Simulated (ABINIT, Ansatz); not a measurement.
# ZrZnF6 (Fm-3m): G0W0 on several meshes in ABINIT

Wanted: mesh dependence and cost of G0W0 for ZrZnF6 (Fm-3m).

Program: ABINIT 10.8.3. Level of theory: PBEsol and many-body steps on it, plane waves. Results are calculated unless marked as measured.

## Step 1: The structure

Symmetry: Fm-3m, No. 225, cubic system. Conventional cell: a = 8.058 Å, b = 8.058 Å, c = 8.058 Å, α = 90.00°, β = 90.00°, γ = 90.00°. Nearest to Zr lie 6 F at 2.01 Å. Zn has 6 F at 2.02 Å nearest. Nearest to F lie 1 Zr at 2.01 Å and 1 Zn at 2.02 Å. Farther neighbours and most contacts between anions are not listed.

Coordinates:

```cif
data_structure
_symmetry_space_group_name_H-M 'P 1'
_symmetry_Int_Tables_number 1
_cell_length_a 5.6977
_cell_length_b 5.6977
_cell_length_c 5.6977
_cell_angle_alpha 60.000
_cell_angle_beta 60.000
_cell_angle_gamma 60.000
_cell_volume 130.79
loop_
_atom_site_label
_atom_site_type_symbol
_atom_site_fract_x
_atom_site_fract_y
_atom_site_fract_z
_atom_site_occupancy
Zr1 Zr 0.00000 0.00000 0.00000 1
Zn2 Zn 0.50000 0.50000 0.50000 1
F3 F 0.75014 0.24986 0.24986 1
F4 F 0.24986 0.75014 0.75014 1
F5 F 0.24986 0.75014 0.24986 1
F6 F 0.75014 0.24986 0.75014 1
F7 F 0.24986 0.24986 0.75014 1
F8 F 0.75014 0.75014 0.24986 1
```

The cell and positions are those that the Materials Project relaxed with its own functionals (PBE, PBE+U or r2SCAN), kept fixed.

## Step 2: Empty states on the mesh, 2×2×2 mesh, 273 bands

This step: ABINIT 10.8.3; DFT, PBEsol, plane waves, norm-conserving pseudopotentials.

The sums over transitions need many empty states on a uniform mesh; this step solves for them.

Input file run.abi:

```
acell 3*1.0 Angstrom
rprim 
  -0.000000000000 4.028896100000 4.028896100000
  4.028896100000 -0.000000000000 4.028896100000
  4.028896100000 4.028896100000 -0.000000000000
ntypat 3
znucl 40 30 9
natom 8
typat 1 2 3 3 3 3 3 3
xred 
  0.000000000000 0.000000000000 0.000000000000
  0.500000000000 0.500000000000 0.500000000000
  0.750139860000 0.249860140000 0.249860140000
  0.249860140000 0.750139860000 0.750139860000
  0.249860140000 0.750139860000 0.249860140000
  0.750139860000 0.249860140000 0.750139860000
  0.249860140000 0.249860140000 0.750139860000
  0.750139860000 0.750139860000 0.249860140000
pp_dirpath "pseudos"
pseudos "Zr.upf, Zn.upf, F.upf"
ecut 38
ngkpt 2 2 2
nshiftk 1
shiftk 0 0 0
kptopt 1
chksymbreak 0
iscf -2
irdden 1
istwfk *1
nband 273
nbdbuf 24
tolwfr 1e-09
nstep 60
prtvol 0
indata_prefix "in"
outdata_prefix "out"
tmpdata_prefix "tmp"
```

Started as:

```console
OMP_NUM_THREADS=1 mpirun -n 4 abinit run.abi > log
```

Numbers of over 12 decimals in the logs are rounded to 6 here.

What it wrote:

```text
.Version 10.8.3 of ABINIT. v10.8.2 released Aug 2026.

 Symmetries : space group Fm -3 m (#225); Bravais cF (face-center cubic)
[... echo of the input left out ...]
== DATASET  1 ==================================================================
-   mpi_nproc: 4, omp_nthreads: 1 (-1 if OMP is not activated)
-    --> not optimal distribution: autoparal keyword recommended in input file <--

--- !DatasetInfo
iteration_state: {dtset: 1, }
dimensions: {natom: 8, nkpt: 3, mband: 273, nsppol: 1, nspinor: 1, nspden: 1, mpw: 9922, }
cutoff_energies: {ecut:  38.0, pawecutdg:  -1.0, }
[...]
2.93430    2.93430    2.95011    2.95011    2.95012    2.95754    2.96212    2.96226
   2.97001    2.97003    2.97014    2.97432    2.97469    2.97983    2.99307    2.99580
   2.99778
 prteigrs : prtvol=0 or 1, do not print more k-points.

== END DATASET(S) ==============================================================
================================================================================

 -outvars: echo values of variables after computation  --------
            nband         273
             nkpt           3
          spgroup         225
 [... the other variables as echoed above ...]

 Calculation completed.
```

Wall time 2.5 min (4 MPI ranks of Arm Neoverse V2, shared host); peak memory 0.46 GiB; 10 min of CPU time.

Numbers from this step:

```yaml
gap: 6.313 eV
k_of_the_valence_top: 0.5, 0, 0
k_of_the_conduction_bottom: 0.5, 0, 0
least_direct_gap: 6.313 eV
k_points_computed: 3
lowest_point_of_the_top_converged_band_above_the_valence_top: 79.3675 eV
```

On this mesh the gap is 6.313 eV.

The density comes from a self-consistent run that is not shown.

## Step 3: Screening, 2×2×2 mesh, 123 bands, screening to 114.3 eV

The RPA dielectric matrix is built and inverted for each q.

This step: RPA screening on PBEsol, plane waves, norm-conserving pseudopotentials.

run.abi, as its differences from that of step 2:

```diff
@@ -26,10 +26,11 @@
 chksymbreak 0
-iscf -2
-irdden 1
 istwfk *1
-nband 273
-nbdbuf 24
-tolwfr 1e-09
-nstep 60
-prtvol 0
+occopt 1
+irdwfk 1
+optdriver 3
+nband 123
+ecuteps 4.2
+inclvkb 2
+awtr 1
+symchi 1
 indata_prefix "in"
```

What it wrote:

```text
.Version 10.8.3 of ABINIT. v10.8.2 released Aug 2026.

 Symmetries : space group Fm -3 m (#225); Bravais cF (face-center cubic)
[... echo of the input left out ...]
== DATASET  1 ==================================================================
-   mpi_nproc: 4, omp_nthreads: 1 (-1 if OMP is not activated)

--- !DatasetInfo
iteration_state: {dtset: 1, }
dimensions: {natom: 8, nkpt: 3, mband: 123, nsppol: 1, nspinor: 1, nspden: 1, mpw: 9922, }
cutoff_energies: {ecut:  38.0, pawecutdg:  -1.0, }
electrons: {nelect:   7.40000000E+01, charge:   0.00000000E+00, occopt:   1.00000000E+00, tsmear:   1.00000000E-02, }

 SCREENING: Calculation of the susceptibility and dielectric matrices

 Based on a program developped by R.W. Godby, V. Olevano, G. Onida, and L. Reining.
 Incorporated in ABINIT by V. Olevano, G.-M. Rignanese, and M. Torrent.
.Using double precision arithmetic ; gwpc =  8

[... cell and pseudopotentials left out ...]
--------------------------------------------------------------------------------

 ==== K-mesh for the wavefunctions ====
 Number of points in the irreducible wedge :     3
[... list of points left out ...]
 Together with 48 symmetry operations and time-reversal symmetry
 yields     8 points in the full Brillouin Zone.

 ==== Q-mesh for the screening function ====
 Number of points in the irreducible wedge :     3
[... list of points left out ...]
 Together with 48 symmetry operations and time-reversal symmetry
 yields     8 points in the full Brillouin Zone.

 setmesh: FFT mesh size selected  =    40x   40x   40
          total number of points  =        64000

 vcoul_init : cutoff-mode = AUXILIARY_FUNCTION
 q-points for optical limit:   1
     1)      0.000010    0.000020    0.000030

- screening: taking advantage of time-reversal symmetry
- Maximum band index for partially occupied states nbvw = 37
- Remaining bands to be divided among processors   nbcw = 86
- Number of bands treated by each node ~21

 Number of electrons calculated from density =   74.0000; Expected =   74.0000
 average of density, n =  0.083839
 r_s =    1.4174
 omega_plasma =   27.9305 [eV]

 calculating chi0 at frequencies [eV] :
  1    0.000000E+00    0.000000E+00
  2    0.000000E+00    2.793052E+01

--------------------------------------------------------------------------------
  q-point number  1        q = ( 0.000000, 0.000000, 0.000000) [r.l.u.]
--------------------------------------------------------------------------------
[... chi0 elements left out ...]
 For q-point:  0.000010 0.000020 0.000030
  dielectric constant =   2.1577
  dielectric constant without local fields =   2.3176

  Average fulfillment of the sum rule on Im[epsilon] for q-point    1 :     33.82  [%]
[... wings left out ...]
  q-point number  2        q = ( 0.500000, 0.000000, 0.000000) [r.l.u.]
--------------------------------------------------------------------------------
[... chi0 elements left out ...]
  Average fulfillment of the sum rule on Im[epsilon] for q-point    2 :     38.88  [%]

 [... 1 further q-points ...]
```

Elapsed: 33 s, on 4 MPI ranks; peak memory 1.6 GiB; 2.2 min of CPU time.

This step gave:

```
ε∞ with local fields, on this mesh, along the program's q direction : 2.158
the same without local fields                                       : 2.318
plasma frequency                                                    : 27.93 eV
plane waves in the screening matrix                                 : 339
```

Local fields lower ε∞ by 7 %. On a Γ-centred mesh this coarse the value itself is usually too large, while a short band sum pulls it down.

## Step 4: 2×2×2

The self-energy is evaluated for the states that the input lists, and the levels follow from it, in one-shot runs by the linearised quasiparticle equation.

This step: G0W0 on PBEsol, plane waves, norm-conserving pseudopotentials.

run.abi, as its differences from that of step 3:

```diff
@@ -29,8 +29,17 @@
 irdwfk 1
-optdriver 3
+optdriver 4
 nband 123
+gwcalctyp 0
+ecutsigx 38
+symsigma 1
+nkptgw 2
+kptgw 
+  0.5000000000 0.0000000000 0.0000000000
+  0.0000000000 0.0000000000 0.0000000000
+bdgw 
+  36 40
+  35 40
 ecuteps 4.2
-inclvkb 2
-awtr 1
-symchi 1
+irdscr 1
+ppmodel 1
 indata_prefix "in"
```

What it wrote:

```text
.Version 10.8.3 of ABINIT. v10.8.2 released Aug 2026.

 Symmetries : space group Fm -3 m (#225); Bravais cF (face-center cubic)
[... echo of the input left out ...]
== DATASET  1 ==================================================================
-   mpi_nproc: 4, omp_nthreads: 1 (-1 if OMP is not activated)

--- !DatasetInfo
iteration_state: {dtset: 1, }
dimensions: {natom: 8, nkpt: 3, mband: 123, nsppol: 1, nspinor: 1, nspden: 1, mpw: 9922, }
cutoff_energies: {ecut:  38.0, pawecutdg:  -1.0, }
electrons: {nelect:   7.40000000E+01, charge:   0.00000000E+00, occopt:   1.00000000E+00, tsmear:   1.00000000E-02, }

 SIGMA: Calculation of the GW corrections

 Based on a program developped by R.W. Godby, V. Olevano, G. Onida, and L. Reining.
 Incorporated in ABINIT by V. Olevano, G.-M. Rignanese, and M. Torrent.
.Using double precision arithmetic ; gwpc =  8

[... cell and pseudopotentials left out ...]
--------------------------------------------------------------------------------

 ==== K-mesh for the wavefunctions ====
 Number of points in the irreducible wedge :     3
[... list of points left out ...]
 Together with 48 symmetry operations and time-reversal symmetry
 yields     8 points in the full Brillouin Zone.

 ==== Q-mesh for screening function ====
 Number of points in the irreducible wedge :     3
[... list of points left out ...]
 Together with 48 symmetry operations and time-reversal symmetry
 yields     8 points in the full Brillouin Zone.

 vcoul_init : cutoff-mode = AUXILIARY_FUNCTION
 q-points for optical limit:   1
     1)      0.000010    0.000020    0.000030
 setmesh: FFT mesh size selected  =    60x   60x   60
          total number of points  =       216000

 Number of electrons calculated from density =   74.0000; Expected =   74.0000
 average of density, n =  0.083839
 r_s =    1.4174
 omega_plasma =   27.9305 [eV]

 === KS Band Gaps ===
  >>>> For spin  1
   Minimum direct gap =   6.3132 [eV], located at k-point      :   0.5000  0.0000  0.0000
   Fundamental gap    =   6.3132 [eV], Top of valence bands at :   0.5000  0.0000  0.0000
                                       Bottom of conduction at :   0.5000  0.0000  0.0000
 SIGMA fundamental parameters:
 PLASMON POLE MODEL  1
 number of plane-waves for SigmaX                 9841
 number of plane-waves for SigmaC and W            339
 number of plane-waves for wavefunctions          9841
 number of bands                                   123
 number of independent spin polarizations            1
 number of spinorial components                      1
 number of k-points in IBZ                           3
 number of q-points in IBZ                           3
 number of symmetry operations                      48
 number of k-points in BZ                            8
 number of q-points in BZ                            8
 number of frequencies for dSigma/dE                 9
 frequency step for dSigma/dE [eV]                0.25
 number of omega for Sigma on real axis              0
 max omega for Sigma on real axis  [eV]           0.00
 zcut for avoiding poles [eV]                     0.10

 EPSILON^-1 parameters (SCR file):
 dimension of the eps^-1 matrix on file            339
 dimension of the eps^-1 matrix used               339
 number of plane-waves for wavefunctions          9841
 number of bands                                   123
 number of q-points in IBZ                           3
 number of frequencies                               2
 number of real frequencies                          1
 number of imag frequencies                          1

 matrix elements of self-energy operator (all in [eV])

 Perturbative Calculation

--- !SelfEnergy_ee
iteration_state: {dtset: 1, }
kpoint     : [   0.500,    0.000,    0.000, ]
spin       : 1
KS_gap     :    6.313
QP_gap     :   11.149
Delta_QP_KS:    4.836
data: !SigmaeeData |
     Band     E0 <VxcDFT>   SigX SigC(E0)      Z dSigC/dE  Sig(E)    E-E0       E
       36  -1.574 -28.751 -36.306   5.228   0.816  -0.225 -30.651  -1.900  -3.474
       37  -1.574 -28.751 -36.306   5.228   0.816  -0.225 -30.651  -1.900  -3.474
       38   4.739 -16.345  -9.898  -2.943   0.838  -0.194 -13.410   2.935   7.675
       39   4.840 -16.761 -10.298  -2.903   0.834  -0.199 -13.793   2.969   7.809
       40   4.840 -16.761 -10.298  -2.903   0.834  -0.199 -13.793   2.969   7.809

--- !SelfEnergy_ee
iteration_state: {dtset: 1, }
kpoint     : [   0.000,    0.000,    0.000, ]
spin       : 1
KS_gap     :    6.958
QP_gap     :   11.480
Delta_QP_KS:    4.522
data: !SigmaeeData |
     Band     E0 <VxcDFT>   SigX SigC(E0)      Z dSigC/dE  Sig(E)    E-E0       E
       35  -2.188 -22.782 -30.159   5.403   0.798  -0.254 -24.356  -1.574  -3.762
       36  -2.188 -22.782 -30.159   5.403   0.798  -0.254 -24.356  -1.574  -3.762
       37  -2.188 -22.782 -30.159   5.403   0.798  -0.254 -24.356  -1.574  -3.762
       38   4.770 -16.623 -10.168  -2.926   0.835  -0.197 -13.676   2.948   7.718
       39   4.770 -16.623 -10.168  -2.926   0.835  -0.197 -13.676   2.948   7.718
       40   4.770 -16.623 -10.168  -2.926   0.835  -0.197 -13.676   2.948   7.718

== END DATASET(S) ==============================================================
================================================================================

 -outvars: echo values of variables after computation  --------
           etotal      0.0000000000E+00
            nband         123
             nkpt           3
          spgroup         225
 [... the other variables as echoed above ...]

 Calculation completed.
```

Elapsed: 10 s, on 4 MPI ranks; peak memory 1.2 GiB; 41 s of CPU time.

This step gave:

* G0W0 gap on the points computed: 11.15 eV
* starting gap on the mesh: 6.313 eV
* k of the valence top: 0.5, 0, 0
* k of the conduction bottom: 0.5, 0, 0
* Z at the valence top: 0.816
* Z at the conduction bottom: 0.838
* least direct G0W0 gap on the computed points: 11.15 eV

The gap on the mesh goes from 6.31 eV to 11.15 eV, a correction of +4.84 eV.

## Step 5: Empty states on the mesh, 4×4×4 mesh, 135 bands

This step: DFT, PBEsol, plane waves, norm-conserving pseudopotentials.

run.abi, as its differences from that of step 4:

```diff
@@ -21,3 +21,3 @@
 ecut 38
-ngkpt 2 2 2
+ngkpt 4 4 4
 nshiftk 1
@@ -26,20 +26,10 @@
 chksymbreak 0
+iscf -2
+irdden 1
 istwfk *1
-occopt 1
-irdwfk 1
-optdriver 4
-nband 123
-gwcalctyp 0
-ecutsigx 38
-symsigma 1
-nkptgw 2
-kptgw 
-  0.5000000000 0.0000000000 0.0000000000
-  0.0000000000 0.0000000000 0.0000000000
-bdgw 
-  36 40
-  35 40
-ecuteps 4.2
-irdscr 1
-ppmodel 1
+nband 135
+nbdbuf 12
+tolwfr 1e-09
+nstep 60
+prtvol 0
 indata_prefix "in"
```

What it wrote:

```text
.Version 10.8.3 of ABINIT. v10.8.2 released Aug 2026.

 Symmetries : space group Fm -3 m (#225); Bravais cF (face-center cubic)
[... echo of the input left out ...]
== DATASET  1 ==================================================================
-   mpi_nproc: 4, omp_nthreads: 1 (-1 if OMP is not activated)

--- !DatasetInfo
iteration_state: {dtset: 1, }
dimensions: {natom: 8, nkpt: 8, mband: 135, nsppol: 1, nspinor: 1, nspden: 1, mpw: 9922, }
cutoff_energies: {ecut:  38.0, pawecutdg:  -1.0, }
[...]
1.46579    1.47196    1.47196    1.47196    1.47237    1.53089    1.53089    1.54873
   1.54873    1.54873    1.57905    1.57905    1.59176    1.59176    1.59176    1.69588
   1.69588    1.69589    1.70637    1.70638    1.70638    1.77716    1.79153
 prteigrs : prtvol=0 or 1, do not print more k-points.

== END DATASET(S) ==============================================================
================================================================================

 -outvars: echo values of variables after computation  --------
            nband         135
             nkpt           8
          spgroup         225
 [... the other variables as echoed above ...]

 Calculation completed.
```

Wall time 83 s (4 MPI ranks); peak memory 0.57 GiB; 5.5 min of CPU time.

This step gave:

- gap: 6.313 eV
- k of the valence top: 0.5, 0, 0
- k of the conduction bottom: 0.5, 0, 0
- least direct gap: 6.313 eV
- k points computed: 8
- lowest point of the top converged band, above the valence top: 43.59 eV

On this mesh the gap is 6.313 eV.

## Step 6: Screening, 4×4×4 mesh, 123 bands, screening to 114.3 eV

This step: RPA screening on PBEsol, plane waves, norm-conserving pseudopotentials.

run.abi, as its differences from that of step 5:

```diff
@@ -26,10 +26,11 @@
 chksymbreak 0
-iscf -2
-irdden 1
 istwfk *1
-nband 135
-nbdbuf 12
-tolwfr 1e-09
-nstep 60
-prtvol 0
+occopt 1
+irdwfk 1
+optdriver 3
+nband 123
+ecuteps 4.2
+inclvkb 2
+awtr 1
+symchi 1
 indata_prefix "in"
```

What it wrote:

```text
.Version 10.8.3 of ABINIT. v10.8.2 released Aug 2026.

 Symmetries : space group Fm -3 m (#225); Bravais cF (face-center cubic)
[... echo of the input left out ...]
== DATASET  1 ==================================================================
-   mpi_nproc: 4, omp_nthreads: 1 (-1 if OMP is not activated)

--- !DatasetInfo
iteration_state: {dtset: 1, }
dimensions: {natom: 8, nkpt: 8, mband: 123, nsppol: 1, nspinor: 1, nspden: 1, mpw: 9922, }
cutoff_energies: {ecut:  38.0, pawecutdg:  -1.0, }
electrons: {nelect:   7.40000000E+01, charge:   0.00000000E+00, occopt:   1.00000000E+00, tsmear:   1.00000000E-02, }

 SCREENING: Calculation of the susceptibility and dielectric matrices

 Based on a program developped by R.W. Godby, V. Olevano, G. Onida, and L. Reining.
 Incorporated in ABINIT by V. Olevano, G.-M. Rignanese, and M. Torrent.
.Using double precision arithmetic ; gwpc =  8

[... cell and pseudopotentials left out ...]
--------------------------------------------------------------------------------

 ==== K-mesh for the wavefunctions ====
 Number of points in the irreducible wedge :     8
[... list of points left out ...]
 Together with 48 symmetry operations and time-reversal symmetry
 yields    64 points in the full Brillouin Zone.

 ==== Q-mesh for the screening function ====
 Number of points in the irreducible wedge :     8
[... list of points left out ...]
 Together with 48 symmetry operations and time-reversal symmetry
 yields    64 points in the full Brillouin Zone.

 setmesh: FFT mesh size selected  =    40x   40x   40
          total number of points  =        64000

 vcoul_init : cutoff-mode = AUXILIARY_FUNCTION
 q-points for optical limit:   1
     1)      0.000010    0.000020    0.000030

- screening: taking advantage of time-reversal symmetry
- Maximum band index for partially occupied states nbvw = 37
- Remaining bands to be divided among processors   nbcw = 86
- Number of bands treated by each node ~21

 Number of electrons calculated from density =   74.0000; Expected =   74.0000
 average of density, n =  0.083839
 r_s =    1.4174
 omega_plasma =   27.9305 [eV]

 calculating chi0 at frequencies [eV] :
  1    0.000000E+00    0.000000E+00
  2    0.000000E+00    2.793052E+01

--------------------------------------------------------------------------------
  q-point number  1        q = ( 0.000000, 0.000000, 0.000000) [r.l.u.]
--------------------------------------------------------------------------------
[... chi0 elements left out ...]
 For q-point:  0.000010 0.000020 0.000030
  dielectric constant =   2.1335
  dielectric constant without local fields =   2.2939

  Average fulfillment of the sum rule on Im[epsilon] for q-point    1 :     33.75  [%]
[... wings left out ...]
  q-point number  2        q = ( 0.250000, 0.000000, 0.000000) [r.l.u.]
--------------------------------------------------------------------------------
[... chi0 elements left out ...]
  Average fulfillment of the sum rule on Im[epsilon] for q-point    2 :     42.70  [%]

 [... 6 further q-points ...]
```

Run time: 3.6 min. Hardware: 4 MPI ranks; peak memory 2.9 GiB.

Numbers from this step:

```yaml
eps_infinity_with_local_fields_on_this_mesh_along_the_program_s_q_direction: 2.134
the_same_without_local_fields: 2.294
plasma_frequency: 27.93 eV
plane_waves_in_the_screening_matrix: 339
```

(Continued in part 2 of 2.)

[Paths, hosts, dates, memory and timing lines, banners, echoed tables and standing remarks are left out of the program output.]

[Logs are printed without paths, hosts, clocks, repeated set-up lines and the standing remarks that a program may print on its own settings, such as how far it seeks lower states.]

[Runs of the session that timed out or met a known fault of the program may be left out.]

[Hosts, paths, dates, database ids (printed as entryN), source tags and the programs' standing remarks are cut or masked in the printed files.]

[G0W0 gaps are taken among the corrected bands and points alone; a level outside them can change the order at an edge.]

[Where Ansatz stands beside ABINIT at settings called matched, ABINIT's density can come from a denser mesh and the files from another edition; pairs whose starting gaps differed by over 0.03 eV were left out, so agreement reads better than it is.]
